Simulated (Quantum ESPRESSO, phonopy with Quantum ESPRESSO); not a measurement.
**BP (F-43m): phonons against volume**

Which modes of BP drive its thermal expansion?

Measurements to reproduce:
- volume expansion coefficient 9.6 1e-6/K near room temperature (given in “Thermal expansion coefficients of high thermal conducting BAs and BP materials (three times its linear coefficient)”, 2019, arxiv:1906.04101)

Program: Quantum ESPRESSO 7.5. Level of theory: DFT LDA, scalar-relativistic, plane waves, GBRV ultrasoft pseudopotentials. Results are calculated unless marked as measured.

Most raw output is cut from this account.

## Step 1: The starting structure

Symmetry: F-43m, No. 216, cubic system. The conventional cell has a = 4.538 Å, b = 4.538 Å, c = 4.538 Å, α = 90.00°, β = 90.00°, γ = 90.00°. Nearest to B lie 4 P at 1.97 Å. Nearest to P lie 4 B at 1.97 Å. Farther neighbours are not listed.

## Step 2: A first coarse run

Before spending time, one coarse run tells the gap and the pressure of the starting cell.

Input file probe.in:

```
 &control
    calculation='scf',
    prefix='x',
    outdir='./tmp',
    pseudo_dir='./pseudo',
    tprnfor=.true.,
    tstress=.true.,
    verbosity='high',
 /
 &system
    ibrav=0,
    nat=2,
    ntyp=2,
    ecutwfc=40.0,
    ecutrho=240.0,
    occupations='smearing',
    smearing='gaussian',
    degauss=0.01,
 /
 &electrons
    conv_thr=1.0d-07,
    mixing_beta=0.7,
    electron_maxstep=100,
 /
ATOMIC_SPECIES
 B      10.8100  B.upf
 P      30.9738  P.upf
CELL_PARAMETERS angstrom
     0.000000000    2.269000000    2.269000000
     2.269000000    0.000000000    2.269000000
     2.269000000    2.269000000    0.000000000
ATOMIC_POSITIONS crystal
 B      0.000000000   0.000000000   0.000000000
 P      0.250000000   0.250000000   0.250000000
K_POINTS automatic
 6 6 6 0 0 0
```

Started as:

```sh
OMP_NUM_THREADS=1 mpirun -n 8 pw.x -nk 8 -in probe.in > probe.out
```

The job ended after 1.3 s (8 MPI ranks of Arm Neoverse V1, shared host; 9.1 s of CPU time).

A gap read on the k-mesh alone can miss the band edges.

This step gave:

* volume per atom: 11.68 Å³
* pressure: -4.806 GPa
* gap on the k-mesh: 1.298 eV

The start is under -4.8 GPa at this level and looks like an insulator or semiconductor on this mesh.

## Step 3: Relaxation

The vibrations must be taken about the equilibrium of this functional, not about the starting cell, so the structure is relaxed.

Input file relax.in:

```
 &control
    calculation='vc-relax',
    prefix='x',
    outdir='./tmp',
    pseudo_dir='./pseudo',
    tprnfor=.true.,
    tstress=.true.,
    forc_conv_thr=2.0d-05,
    etot_conv_thr=1.0d-07,
    nstep=40,
 /
 &system
    ibrav=0,
    nat=2,
    ntyp=2,
    ecutwfc=40.0,
    ecutrho=240.0,
    occupations='fixed',
    nbnd=6,
 /
 &electrons
    conv_thr=1.0d-11,
    mixing_beta=0.7,
    electron_maxstep=100,
 /
 &ions
 /
 &cell
    press_conv_thr=0.1,
 /
ATOMIC_SPECIES
 B      10.8100  B.upf
 P      30.9738  P.upf
CELL_PARAMETERS angstrom
     0.000000000    2.269000000    2.269000000
     2.269000000    0.000000000    2.269000000
     2.269000000    2.269000000    0.000000000
ATOMIC_POSITIONS crystal
 B      0.000000000   0.000000000   0.000000000
 P      0.250000000   0.250000000   0.250000000
K_POINTS automatic
 6 6 6 0 0 0
```

Started as:

```sh
OMP_NUM_THREADS=1 mpirun -n 8 pw.x -nk 8 -in relax.in > relax.out
```

It took 3.3 s on 8 MPI ranks; 25 s of CPU time.

Step by step:

| step | energy less that of the first step (eV) | largest force (eV/Å) | volume (Å³) |
| --- | --- | --- | --- |
| 1 | 0.0000 | 0.0000 | 23.36 |
| 2 | -0.0100 | 0.0000 | 22.80 |
| 3 | -0.0102 | 0.0000 | 22.69 |
| 4 | -0.0102 | 0.0000 | 22.70 |
| 5 | -0.0101 | 0.0000 | 22.70 |

| conventional cell, symmetrised | before | after | change |
| --- | --- | --- | --- |
| a (Å) | 4.538 | 4.494 | -1.0 % |
| b (Å) | 4.538 | 4.494 | -1.0 % |
| c (Å) | 4.538 | 4.494 | -1.0 % |
| volume (Å³/atom) | 11.68 | 11.35 | -2.9 % |

The relaxed structure:

```
CELL_PARAMETERS angstrom
0.00000 2.24721 2.24721
2.24721 0.00000 2.24721
2.24721 2.24721 0.00000
ATOMIC_POSITIONS crystal
B 0.00000 0.00000 0.00000
P 0.25000 0.25000 0.25000
```

Numbers from this step:

- volume per atom: 11.35 Å³
- pressure: -0.01 GPa
- gap on the k-mesh: 1.245 eV

After the last step pw.x solved the final cell once more on a basis chosen for it, which moves the energy without moving the atoms.

## Step 4: Self-consistent run

A tight ground state at this cell gives the energy of this member; its pressure is the stress at this cutoff, which can carry an offset from the finite basis.

Input file scf.in:

```
 &control
    calculation='scf',
    prefix='x',
    outdir='./tmp',
    pseudo_dir='./pseudo',
    tprnfor=.true.,
    tstress=.true.,
 /
 &system
    ibrav=0,
    nat=2,
    ntyp=2,
    ecutwfc=40.0,
    ecutrho=240.0,
    occupations='fixed',
    nbnd=6,
 /
 &electrons
    conv_thr=1.0d-12,
    mixing_beta=0.7,
    electron_maxstep=100,
 /
ATOMIC_SPECIES
 B      10.8100  B.upf
 P      30.9738  P.upf
CELL_PARAMETERS angstrom
     0.000000000    2.247208556    2.247208556
     2.247208556    0.000000000    2.247208556
     2.247208556    2.247208556    0.000000000
ATOMIC_POSITIONS crystal
 B      0.000000000   0.000000000   0.000000000
 P      0.250000000   0.250000000   0.250000000
K_POINTS automatic
 8 8 8 0 0 0
```

Started as:

```sh
OMP_NUM_THREADS=1 mpirun -n 8 pw.x -nk 8 -in scf.in > scf.out
```

Run time: 1.7 s. Hardware: 8 MPI ranks; 13 s of CPU time.

This step gave:

* pressure: -0.128 GPa
* gap on the k-mesh: 1.184 eV

On a basis chosen for the relaxed cell the pressure is -0.13 GPa, small enough for phonons.

## Step 5: Zone-centre response

In a polar crystal the Born charges and ε∞ give the long-range dipole term that a finite supercell misses. They are those of this k-mesh and were not tested on a denser one; where the gap is small they converge slowly, and the LO modes with them.

Input file ph.in:

```
phonons
 &inputph
    prefix='x',
    outdir='./tmp',
    fildyn='x.dyn',
    tr2_ph=1.0d-18,
    epsil=.true.,
 /
0.000000000 0.000000000 0.000000000
```

scf.in is that of step 4.

Started as:

```sh
OMP_NUM_THREADS=1 mpirun -n 8 ph.x -nk 8 -in ph.in > ph.out
```

Wall time 10 s (8 MPI ranks); 82 s of CPU time.

Numbers from this step:

```yaml
gamma_frequencies: -5.33, -5.33, -5.33, 820.1, 820.1, 820.1 cm⁻¹ (negative: imaginary)
gamma_symmetry: T_2 G_15 P_4 I+R, T_2 G_15 P_4 I+R, T_2 G_15 P_4 I+R, T_2 G_15 P_4 I+R, T_2 G_15 P_4 I+R, T_2 G_15 P_4 I+R
```

ε∞:

```
9.52 0.00 0.00
0.00 9.52 0.00
0.00 0.00 9.52
```

Born charge (rows field, columns displacement), before the sum rule (e), principal values of the symmetric part by kind of site:

| atom | atoms with these values | low | middle | high | mean |
| --- | --- | --- | --- | --- | --- |
| B1 | 1 | -0.6571 | -0.6571 | -0.6571 | -0.6571 |
| P2 | 1 | 0.5849 | 0.5849 | 0.5849 | 0.5849 |

In full for P2:

```
0.5849 0.0000 0.0000
0.0000 0.5849 0.0000
0.0000 0.0000 0.5849
```

The Born charges sum to zero within 0.072 e; the rest is removed before use. Acoustic frequencies in this log differ from zero by the error of the sum rule, which ph.x does not impose.

## Step 6: Forces on a displaced cell

One atom (for the harmonic constants) or a pair of atoms (for the cubic ones) is moved by a few hundredths of an ångström; the forces on all atoms give a column of force constants. The threshold is tight because the forces are small.

System of this step: BP. The cell holds 54 atoms: 27 B and 27 P. Cell: a = 9.534 Å, b = 9.534 Å, c = 9.534 Å, α = 60.0°, β = 60.0°, γ = 60.0°. It derives from BP, repeated 3×3×3.

Input file disp-00002.in:

```
 &control
    calculation='scf',
    prefix='x',
    outdir='./tmp',
    pseudo_dir='./pseudo',
    tprnfor=.true.,
    disk_io='none',
 /
 &system
    ibrav=0,
    nat=54,
    ntyp=2,
    ecutwfc=40.0,
    ecutrho=240.0,
    occupations='fixed',
    nbnd=110,
 /
 &electrons
    conv_thr=1.0d-11,
    mixing_beta=0.7,
    electron_maxstep=100,
 /
ATOMIC_SPECIES
 B      10.8100  B.upf
 P      30.9738  P.upf
CELL_PARAMETERS angstrom
     0.000000000    6.741625668    6.741625668
     6.741625668    0.000000000    6.741625668
     6.741625668    6.741625668    0.000000000
ATOMIC_POSITIONS crystal
 B      0.000000000   0.000000000   0.000000000
 B      0.333333333   0.000000000   0.000000000
 B      0.666666667   0.000000000   0.000000000
 B      0.000000000   0.333333333   0.000000000
 B      0.333333333   0.333333333   0.000000000
 B      0.666666667   0.333333333   0.000000000
 B      0.000000000   0.666666667   0.000000000
 B      0.333333333   0.666666667   0.000000000
[... 42 atom lines left out ...]
 P      0.750000000   0.416666667   0.750000000
 P      0.083333333   0.750000000   0.750000000
 P      0.416666667   0.750000000   0.750000000
 P      0.750000000   0.750000000   0.750000000
K_POINTS automatic
 3 3 3 0 0 0
```

Started as:

```sh
OMP_NUM_THREADS=1 mpirun -n 4 pw.x -nk 4 -in disp-00002.in > disp-00002.out
```

Elapsed: 15 min, on 4 MPI ranks.

Numbers from this step:

* gap on the k-mesh: 1.159 eV

Force (size) by element, in eV/Å:

| element | atoms | mean | spread (r.m.s.) | least | largest |
| --- | --- | --- | --- | --- | --- |
| B | 27 | 0.018 | 0.043 | 0.000 | 0.171 |
| P | 27 | 0.026 | 0.086 | 0.001 | 0.462 |

The atoms with the largest values:

| atom | x, y, z (Å) | force (eV/Å) |
| --- | --- | --- |
| P28 | 1.12, 1.14, 1.14 | 0.010, -0.326, -0.326 |
| B2 | 0.00, 2.25, 2.25 | -0.075, 0.109, 0.109 |
| B1 | 0.00, 0.00, 0.00 | 0.065, 0.101, 0.101 |
| B4 | 2.25, 0.00, 2.25 | -0.001, 0.035, 0.035 |
| B10 | 2.25, 2.25, 0.00 | -0.001, 0.035, 0.035 |
| P29 | 1.12, 3.37, 3.37 | -0.007, 0.022, 0.022 |
| P30 | 1.12, 5.62, 5.62 | 0.007, 0.021, 0.021 |
| P31 | 3.37, 1.12, 3.37 | 0.015, -0.016, 0.013 |

At this level the gap is 1.16 eV on the k-mesh of the self-consistent run, which can miss the band edges.

## Step 7: A displaced supercell

disp-00001.in, as its differences from disp-00002.in of step 6:

```diff
@@ -30,3 +30,3 @@
 ATOMIC_POSITIONS crystal
- B      0.000000000   0.000000000   0.000000000
+ B      0.002097734   0.000000000   0.000000000
  B      0.333333333   0.000000000   0.000000000
@@ -57,3 +57,3 @@
  B      0.666666667   0.666666667   0.666666667
- P      0.085431067   0.083333333   0.083333333
+ P      0.083333333   0.083333333   0.083333333
  P      0.416666667   0.083333333   0.083333333
```

Started as:

```sh
OMP_NUM_THREADS=1 mpirun -n 4 pw.x -nk 4 -in disp-00001.in > disp-00001.out
```

Run time: 15 min. Hardware: 4 MPI ranks; 61 min of CPU time.

## Step 8: Phonons, V/V0 1

This step: DFT LDA, scalar-relativistic, plane waves, GBRV ultrasoft pseudopotentials (phonopy with Quantum ESPRESSO 4.10.0 / 7.5).

Run time: 15 min. Hardware: 8 threads.

This step gave:

```yaml
point_group: -43m
highest_frequency: 827.5 cm⁻¹
debye_temperature_from_the_second_moment: 1109 K
lowest_frequency_on_the_path: 0 cm⁻¹
zero_point_energy: 0.2053 eV/cell
gamma_frequencies: 0, 0, 0, 820.0, 820.0, 820.0 cm⁻¹ (negative: imaginary)
```

Phonopy, LO-TO term from ph.x's tensors. The phonon branches at the labelled points (cm⁻¹):

| point | branch 1 | branch 2 | branch 3 | branch 4 | branch 5 | branch 6 |
| --- | --- | --- | --- | --- | --- | --- |
| Γ | 0 | 0 | 0 | 820 | 820 | 827 |
| halfway | 238 | 238 | 370 | 772 | 772 | 824 |
| X | 310 | 310 | 531 | 716 | 716 | 800 |
| halfway | 308 | 341 | 517 | 709 | 719 | 801 |
| U | 302 | 401 | 480 | 694 | 729 | 804 |
| jump to K | 302 | 402 | 480 | 694 | 729 | 804 |
| halfway | 211 | 272 | 376 | 776 | 786 | 806 |
| Γ | 0 | 0 | 0 | 820 | 820 | 827 |
| halfway | 175 | 175 | 354 | 797 | 797 | 809 |
| L | 223 | 223 | 512 | 774 | 777 | 777 |
| halfway | 281 | 348 | 484 | 716 | 752 | 801 |
| W | 353 | 401 | 456 | 698 | 720 | 801 |
| halfway | 332 | 345 | 504 | 707 | 718 | 801 |
| X | 310 | 310 | 531 | 716 | 716 | 800 |

Harmonic. Thermo, by row:

| T (K) | F_vib (meV/atom) | S (J/mol-atom/K) | C_V (J/mol-atom/K) |
| --- | --- | --- | --- |
| 0 | 102.7 | 0 | 0 |
| 50 | 102.6 | 0.109 | 0.402 |
| 100 | 102.4 | 1.083 | 2.999 |
| 150 | 101.4 | 2.915 | 6.258 |
| 200 | 99.29 | 5.148 | 9.379 |
| 250 | 96.01 | 7.548 | 12.16 |
| 300 | 91.47 | 9.977 | 14.48 |
| 350 | 85.68 | 12.36 | 16.35 |
| 400 | 78.68 | 14.64 | 17.83 |
| 450 | 70.52 | 16.81 | 18.99 |
| 500 | 61.28 | 18.86 | 19.91 |
| 550 | 51 | 20.79 | 20.65 |
| 600 | 39.75 | 22.61 | 21.24 |
| 650 | 27.58 | 24.34 | 21.72 |
| 700 | 14.54 | 25.96 | 22.12 |
| 750 | 0.68 | 27.5 | 22.45 |
| 800 | -13.95 | 28.96 | 22.73 |
| 850 | -29.31 | 30.34 | 22.96 |
| 900 | -45.38 | 31.66 | 23.16 |
| 950 | -62.12 | 32.92 | 23.34 |
| 1000 | -79.49 | 34.12 | 23.48 |

The modes has structure finer than the step of the table below, so its rows give means over 50 cm⁻¹, whole bins alone (the curve runs from -10 to 862 cm⁻¹). Peaks (cm⁻¹: height): B 802.0: 0.0469; P 308.2: 0.0127, 467.3: 0.0133, 802.0: 0.00712.

Phonopy on the run's constants, 21x21x21 mesh, Gaussian sigma 6.2 cm⁻¹. The modes by wavenumber; means over each step; values in 1/cm⁻¹/cell:

| wavenumber (cm⁻¹) | B | P |
| --- | --- | --- |
| 50 | 3.8e-5 | 1.1e-4 |
| 100 | 1.6e-4 | 4.8e-4 |
| 150 | 4.1e-4 | 0.00124 |
| 200 | 0.00108 | 0.00354 |
| 250 | 0.00227 | 0.00818 |
| 300 | 0.00258 | 0.0110 |
| 350 | 0.00129 | 0.00658 |
| 400 | 8.8e-4 | 0.00510 |
| 450 | 6.1e-4 | 0.00822 |
| 500 | 2.2e-4 | 0.00590 |
| 550 | 1.4e-6 | 1.3e-4 |
| 600 | 0 | 0 |
| 650 | 1.4e-6 | 0 |
| 700 | 0.00903 | 9.3e-4 |
| 750 | 0.0174 | 0.00403 |
| 800 | 0.0234 | 0.00442 |

No LO-TO term. The modes at Γ (shares of kinetic energy by element, %):

| mode | frequency (cm⁻¹) | symmetry | B % | P % |
| --- | --- | --- | --- | --- |
| 1 | 0.0 | T2 | 26 | 74 |
| 2 | 0.0 | T2 | 26 | 74 |
| 3 | 0.0 | T2 | 26 | 74 |
| 4 | 820.0 | T2 | 74 | 26 |
| 5 | 820.0 | T2 | 74 | 26 |
| 6 | 820.0 | T2 | 74 | 26 |

Displacements in mode 5 (820.0 cm⁻¹), the largest set to 1:
```
B1   1.00  0.00  0.00
P2  -0.35  0.00  0.00
```

No mode is imaginary beyond numerical noise along the path.

The time given is that of the 2 pw.x runs on displaced cells behind this step.

The supercell is 7.8 Å across at its narrowest and was not tested against a larger one: only its own wavevectors are exact, and acoustic branches between them, with the entropy at low temperature, can be off.

## Step 9: Ground state at this cell, V/V0 1.015

This step: DFT LDA, scalar-relativistic, plane waves, GBRV ultrasoft pseudopotentials (Quantum ESPRESSO 7.5).

System of this step: BP. It takes space group F-43m (No. 216, cubic). Conventional cell: a = 4.517 Å, b = 4.517 Å, c = 4.517 Å, α = 90.00°, β = 90.00°, γ = 90.00°. B has 4 P at 1.96 Å nearest. Nearest to P lie 4 B at 1.96 Å. Farther neighbours are not listed.

Edit scf.in of step 5 so:

```diff
@@ -26,5 +26,5 @@
 CELL_PARAMETERS angstrom
-     0.000000000    2.247208556    2.247208556
-     2.247208556    0.000000000    2.247208556
-     2.247208556    2.247208556    0.000000000
+     0.000000000    2.258388882    2.258388882
+     2.258388882    0.000000000    2.258388882
+     2.258388882    2.258388882    0.000000000
 ATOMIC_POSITIONS crystal
```

Started as:

```sh
OMP_NUM_THREADS=1 mpirun -n 8 pw.x -nk 8 -in scf.in > scf.out
```

Run time: 1.7 s. Hardware: 8 MPI ranks; 12 s of CPU time.

At this level the gap is 1.20 eV on the k-mesh of the self-consistent run, which can miss the band edges.

## Step 10: Zone-centre response

ph.in is that of step 5.

scf.in is that of step 9.

Started as:

```sh
OMP_NUM_THREADS=1 mpirun -n 8 ph.x -nk 8 -in ph.in > ph.out
```

Elapsed: 10 s, on 8 MPI ranks.

The Born charges sum to zero within 0.072 e; the rest is removed before use. Acoustic frequencies in this log differ from zero by the error of the sum rule, which ph.x does not impose.

## Step 11: Forces on a displaced cell

System of this step: BP. The cell holds 54 atoms: 27 B and 27 P. Its edges and angles: a = 9.582 Å, b = 9.582 Å, c = 9.582 Å, α = 60.0°, β = 60.0°, γ = 60.0°. It derives from BP, repeated 3×3×3.

Edit disp-00001.in of step 7 so:

```diff
@@ -26,7 +26,7 @@
 CELL_PARAMETERS angstrom
-     0.000000000    6.741625668    6.741625668
-     6.741625668    0.000000000    6.741625668
-     6.741625668    6.741625668    0.000000000
+     0.000000000    6.775166646    6.775166646
+     6.775166646    0.000000000    6.775166646
+     6.775166646    6.775166646    0.000000000
 ATOMIC_POSITIONS crystal
- B      0.002097734   0.000000000   0.000000000
+ B      0.002087349   0.000000000   0.000000000
  B      0.333333333   0.000000000   0.000000000
```

Started as:

```sh
OMP_NUM_THREADS=1 mpirun -n 4 pw.x -nk 4 -in disp-00001.in > disp-00001.out
```

Wall time 13 min (4 MPI ranks).

## Step 12: Phonons, V/V0 1.015

This step: DFT LDA, scalar-relativistic, plane waves, GBRV ultrasoft pseudopotentials (phonopy with Quantum ESPRESSO 4.10.0 / 7.5).

It took 14 min on 8 threads; 1.8 h of CPU time.

Phonopy, LO-TO term from ph.x's tensors. Phonon branches along the path, in cm⁻¹:

| point | branch 1 | branch 2 | branch 3 | branch 4 | branch 5 | branch 6 |
| --- | --- | --- | --- | --- | --- | --- |
| Γ | 0 | 0 | 0 | 808 | 808 | 814 |
| halfway | 237 | 237 | 365 | 758 | 758 | 811 |
| X | 310 | 310 | 524 | 700 | 700 | 788 |
| halfway | 309 | 340 | 510 | 694 | 703 | 788 |
| U | 303 | 399 | 474 | 681 | 714 | 789 |
| jump to K | 303 | 399 | 473 | 681 | 714 | 789 |
| halfway | 211 | 269 | 371 | 763 | 773 | 793 |
| Γ | 0 | 0 | 0 | 808 | 808 | 814 |
| halfway | 175 | 175 | 349 | 784 | 784 | 796 |
| L | 224 | 224 | 504 | 762 | 763 | 763 |
| halfway | 281 | 345 | 477 | 703 | 738 | 786 |
| W | 351 | 400 | 449 | 686 | 704 | 786 |
| halfway | 331 | 344 | 497 | 693 | 702 | 787 |
| X | 310 | 310 | 524 | 700 | 700 | 788 |

No mode is imaginary beyond numerical noise along the path. The highest zone-centre mode (no LO–TO term) moved by -1.5 % for a volume change of +1.5 %.

The time given is that of the 2 pw.x runs on displaced cells behind this step.

## Step 13: Ground state at this cell, V/V0 0.985

This step: DFT LDA, scalar-relativistic, plane waves, GBRV ultrasoft pseudopotentials (Quantum ESPRESSO 7.5).

System of this step: BP. It takes space group F-43m (No. 216, cubic). Conventional cell: a = 4.472 Å, b = 4.472 Å, c = 4.472 Å, α = 90.00°, β = 90.00°, γ = 90.00°. Nearest to B lie 4 P at 1.94 Å. Nearest to P lie 4 B at 1.94 Å. Farther neighbours are not listed.

Edit scf.in of step 10 so:

```diff
@@ -26,5 +26,5 @@
 CELL_PARAMETERS angstrom
-     0.000000000    2.258388882    2.258388882
-     2.258388882    0.000000000    2.258388882
-     2.258388882    2.258388882    0.000000000
+     0.000000000    2.235915860    2.235915860
+     2.235915860    0.000000000    2.235915860
+     2.235915860    2.235915860    0.000000000
 ATOMIC_POSITIONS crystal
```

Started as:

```sh
OMP_NUM_THREADS=1 mpirun -n 8 pw.x -nk 8 -in scf.in > scf.out
```

Wall time 1.6 s (8 MPI ranks).

The run ends at a pressure of 2.59 GPa.

## Step 14: Born charges and dielectric tensor

ph.in is that of step 10.

scf.in is that of step 13.

Started as:

```sh
OMP_NUM_THREADS=1 mpirun -n 8 ph.x -nk 8 -in ph.in > ph.out
```

The job ended after 10 s (8 MPI ranks; 80 s of CPU time).

ε∞:

```
9.52 0.00 0.00
0.00 9.52 0.00
0.00 0.00 9.52
```

The Born charges sum to zero within 0.073 e; the rest is removed before use. Acoustic frequencies in this log differ from zero by the error of the sum rule, which ph.x does not impose.

## Step 15: Forces on a displaced cell

System of this step: BP. The cell holds 54 atoms: 27 B and 27 P. Its edges and angles: a = 9.486 Å, b = 9.486 Å, c = 9.486 Å, α = 60.0°, β = 60.0°, γ = 60.0°. It derives from BP, repeated 3×3×3.

Edit disp-00001.in of step 11 so:

```diff
@@ -26,7 +26,7 @@
 CELL_PARAMETERS angstrom
-     0.000000000    6.775166646    6.775166646
-     6.775166646    0.000000000    6.775166646
-     6.775166646    6.775166646    0.000000000
+     0.000000000    6.707747580    6.707747580
+     6.707747580    0.000000000    6.707747580
+     6.707747580    6.707747580    0.000000000
 ATOMIC_POSITIONS crystal
- B      0.002087349   0.000000000   0.000000000
+ B      0.002108329   0.000000000   0.000000000
  B      0.333333333   0.000000000   0.000000000
```

Started as:

```sh
OMP_NUM_THREADS=1 mpirun -n 4 pw.x -nk 4 -in disp-00001.in > disp-00001.out
```

Wall time 14 min (4 MPI ranks); 55 min of CPU time.

## Step 16: Phonons, V/V0 0.985

This step: DFT LDA, scalar-relativistic, plane waves, GBRV ultrasoft pseudopotentials (phonopy with Quantum ESPRESSO 4.10.0 / 7.5).

The job ended after 14 min (8 threads).

Phonopy, LO-TO term from ph.x's tensors. The phonon branches at the labelled points (cm⁻¹):

| point | branch 1 | branch 2 | branch 3 | branch 4 | branch 5 | branch 6 |
| --- | --- | --- | --- | --- | --- | --- |
| Γ | 0 | 0 | 0 | 833 | 833 | 840 |
| halfway | 238 | 238 | 375 | 786 | 786 | 837 |
| X | 309 | 309 | 539 | 732 | 732 | 814 |
| halfway | 308 | 341 | 524 | 725 | 736 | 815 |
| U | 302 | 404 | 486 | 709 | 745 | 820 |
| jump to K | 302 | 404 | 486 | 709 | 745 | 820 |
| halfway | 211 | 274 | 381 | 789 | 800 | 821 |
| Γ | 0 | 0 | 0 | 833 | 833 | 840 |
| halfway | 175 | 175 | 360 | 810 | 810 | 822 |
| L | 223 | 223 | 520 | 787 | 791 | 791 |
| halfway | 281 | 350 | 490 | 729 | 767 | 817 |
| W | 355 | 402 | 462 | 711 | 737 | 817 |
| halfway | 332 | 346 | 511 | 722 | 735 | 816 |
| X | 309 | 309 | 539 | 732 | 732 | 814 |

No mode is imaginary beyond numerical noise along the path. The highest zone-centre mode (no LO–TO term) moved by +1.5 % for a volume change of -1.5 %.

The time given is that of the 2 pw.x runs on displaced cells behind this step.

(Continued in part 2 of 2.)

[Logs are printed without paths, hosts, clocks, repeated set-up lines and the standing remarks that a program may print on its own settings, such as how far it seeks lower states.]

[Hosts, paths, dates, database ids (printed as entryN), source tags and the programs' standing remarks are cut or masked in the printed files.]

[A step with changed settings may run another functional than the one named; its input shows which.]

[Of the runs on displaced cells, only some may be shown.]
